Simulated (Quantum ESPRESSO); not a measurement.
SiO2 (Stishovite, P4_2/mnm), O K edge of atom 3, with 2 Si at 1.76 Å and 1 Si at 1.81 Å (distorted trigonal planar, site symmetry m2m). Method: Quantum ESPRESSO XSpectra, PBE, full core hole (charged cell), 12-atom cell with 5.0 Å between holes, 6×6×6 k points, dipole transitions, Lorentzian half width 0.3 eV up to 4 eV, rising linearly to 2.5 eV at 25 eV (counted from xe0, 2.3 eV below the zero used here).

```
Si O
1.0
     4.17730    0.00000    0.00000
     0.00000    4.17730    0.00000
     0.00000    0.00000    2.66520
Si O
2 4
Direct
  0.50000 0.50000 0.50000
  0.00000 0.00000 0.00000
  0.80590 0.19410 0.50000
  0.69410 0.69410 0.00000
  0.19410 0.80590 0.50000
  0.30590 0.30590 0.00000
```

Energy from the lowest empty level; a common scale on which the isotropic spectrum has a mean of 1 over the first 20 eV.

```csv
E (eV),curve 1,curve 2
-2.00,0.05,0.03
-1.25,0.07,0.04
-0.50,0.11,0.06
0.25,0.22,0.12
1.00,0.63,0.32
1.75,1.84,0.80
2.50,2.79,1.31
3.25,2.65,1.09
4.00,1.72,1.13
4.75,1.49,1.30
5.50,1.47,1.65
6.25,1.65,1.88
7.00,2.02,1.87
7.75,1.99,1.96
8.50,1.84,2.12
9.25,1.53,1.93
10.00,1.10,1.48
10.75,0.79,1.04
11.50,0.61,0.74
12.25,0.51,0.58
13.00,0.48,0.49
13.75,0.46,0.43
14.50,0.43,0.40
15.25,0.39,0.38
16.00,0.37,0.38
16.75,0.36,0.39
17.50,0.38,0.42
18.25,0.40,0.46
19.00,0.45,0.49
19.75,0.50,0.52
20.50,0.56,0.54
21.25,0.60,0.56
22.00,0.64,0.56
22.75,0.65,0.57
23.50,0.64,0.57
24.25,0.60,0.55
25.00,0.55,0.52
25.75,0.50,0.48
26.50,0.46,0.45
27.25,0.44,0.42
28.00,0.44,0.41
28.75,0.44,0.40
29.50,0.45,0.40
30.25,0.45,0.40
31.00,0.46,0.40
31.75,0.46,0.39
```

Q: The curves are for the electric vector along different Cartesian axes of the cell as given, averaged over the symmetry-equivalent atoms. Which is which?

Curve 1: along z (c), main maxima 2.9 eV (2.86), 7.3 eV (2.07) and 22.9 eV (0.65). Curve 2: along x (⊥ c) (the other in-plane axis gives the same curve within 3 %), main maxima 2.5 eV (1.31), 8.5 eV (2.12) and 23.0 eV (0.57). A K edge sees empty p states on the absorber. Each direction probes the empty orbitals that point along it. The holes are only 5.0 Å apart, so the shape is probably not converged with cell size; no larger cell was run here. Lifetime broadening is put in by hand, and intensities beyond about 20 eV depend on it and on the partial waves; weight that the partial waves miss at high energy is lost.

[Banner, clock and machine lines of the logs are left out without a mark of their own.]

[Logs are printed without paths, hosts, clocks, repeated set-up lines and the standing remarks that a program may print on its own settings, such as how far it seeks lower states.]

[Hosts, paths, dates, database ids (printed as entryN), source tags and the programs' standing remarks are cut or masked in the printed files.]

[Lists of maxima count a maximum above −3 eV only where it reaches 4 % of the highest in the window and stands out from its surroundings by 2 % of it (1.5 % where it reaches 55 %); shoulders and weaker maxima are passed over, and of the rest the first, up to two pre-edge ones and the few strongest are named.]
